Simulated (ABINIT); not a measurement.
# Calculated records

```
Quasiparticle gap of CdSe (F-43m) in ABINIT
1.0
     0.00000    3.07027    3.07027
     3.07027    0.00000    3.07027
     3.07027    3.07027    0.00000
Cd Se
1 1
Direct
  0.00000 0.00000 0.00000
  0.75000 0.75000 0.75000
# method: RPA screening on PBE, plane waves, norm-conserving pseudopotentials (and 2 further levels or steps)
# program: ABINIT 10.8.3
# settings: cutoff 48 Ha, PseudoDojo scalar-relativistic 0.4 stringent, norm-conserving, ngkpt (4, 4, 4), nband 89, ecuteps 4 Ha, inclvkb 2, shiftk (0, 0, 0), symchi 1, awtr 1, frequency ppm, 4×4×4 k-mesh
# cost: 5 runs, 3.9 min in all on 4 MPI ranks of Intel Xeon 6975P-C (Granite Rapids), shared host
# notes: The cell and positions are those that the Materials Project relaxed with its own functionals (PBE, PBE+U or r2SCAN), kept fixed. Limits: mesh may overstate the screening; no spin-orbit coupling. The 4×4×4 mesh is coarse for this cell, which bears on the long-range parts of exchange and screening. The RPA ε∞ on this mesh reaches over 25; with a narrow direct gap a coarse mesh can overstate it, and the correction is then too small.
# PBE gap: 0.55 eV, direct
# G0W0 gap on the mesh: 1.08 eV
# GW settings: 4×4×4 mesh, 89 bands, screening to 108.8 eV, Godby-Needs plasmon pole
# known limits: short of the basis limit; mesh may overstate the screening; no spin-orbit coupling; coarse k mesh
```

[Long decimals in the printed logs are rounded to 6 places.]

[Logs are printed without paths, hosts, clocks, repeated set-up lines and the standing remarks that a program may print on its own settings, such as how far it seeks lower states.]

[Paths, hosts, dates, memory and timing lines, banners, echoed tables and standing remarks are left out of the program output; an Ansatz launch command may be rebuilt from the run's recorded settings. Measured values are a selection of at most five: reports struck by readers or far from the other reports are left out. None is set beside runs whose start may be inverted or whose files or cutoffs have a known fault.]

[Runs of the session that timed out or met a known fault of the program may be left out.]

[Hosts, paths, dates, database ids (printed as entryN), source tags and the programs' standing remarks are cut or masked in the printed files.]

[G0W0 gaps are taken among the corrected bands and points alone; a level outside them can change the order at an edge.]

[Where Ansatz stands beside ABINIT at settings called matched, ABINIT's density can come from a denser mesh and the files from another edition; pairs whose starting gaps differed by over 0.03 eV were left out, so agreement reads better than it is.]
